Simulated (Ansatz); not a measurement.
Consider Bi3O4Cl (C2/c).

```xyz
16
Lattice="9.6407 -2.8238 0.0000 9.6407 2.8238 0.0000 -1.5365 0.0000 5.4842" Properties=species:S:1:pos:R:3 pbc="T T T"
Bi    8.4883    1.1719    4.1132
Bi    9.2566   -1.1719    1.3711
Bi   11.0336   -1.6501    5.1179
Bi    5.9429   -1.6501    3.1085
Bi    6.7112    1.6501    0.3663
Bi   11.8019    1.6501    2.3758
Cl    4.0521    1.4119    2.7421
Cl    4.8203   -1.4119    0.0000
O     0.8618    0.2152    3.3311
O    16.1148    0.2152    4.8952
O    16.8830   -0.2152    2.1531
O     1.6301   -0.2152    0.5890
O    10.1593    0.3744    2.6291
O     8.3538    0.3744    0.1130
O     7.5856   -0.3744    2.8551
O     9.3910   -0.3744    5.3712
```

The cell and positions come from the Crystallography Open Database and are kept as given unless a step says otherwise. Spin-orbit coupling is left out unless a run names it. PAW set soft_2, made with PBE.

Gaps computed with Ansatz 0.2.0 without a self-energy: LDA 2.48 eV, LDA+SOC 2.25 eV and HSE06 3.62 eV.

Q: What gap should G0W0 on LDA give (4×4×4 mesh, 1005 empty bands, screening to 130 eV, default PAW files)?

About 3.46 eV: on its mesh the run moves the gap from 2.48 eV by +0.98 eV. Among the scalar-relativistic levels given, HSE06 is nearest (+0.16 eV). Spin-orbit coupling is not in that value; its −0.22 eV at the LDA level would bring it to about 3.24 eV. Bands and cutoff are finite, so the gap is not at the basis limit. The miss can reach some tenths of an eV and take either sign; the mesh is an error of its own. Where an edge is built on 6p states of lead, bismuth or thallium, scalar-relativistic gaps usually stand too wide, by a few tenths to over one eV. The many-body steps are scalar-relativistic: spin-orbit coupling is not in them.

[Paths, hosts, dates, memory and timing lines, banners, echoed tables and standing remarks are left out of the program output.]

[Logs are printed without paths, hosts, clocks, repeated set-up lines and the standing remarks that a program may print on its own settings, such as how far it seeks lower states.]

[Runs of the session that timed out or met a known fault of the program may be left out.]

[Cells called generated may have been cut or substituted from an entry of the Crystallography Open Database or the Materials Project.]

[Hosts, paths, dates, database ids (printed as entryN), source tags and the programs' standing remarks are cut or masked in the printed files.]
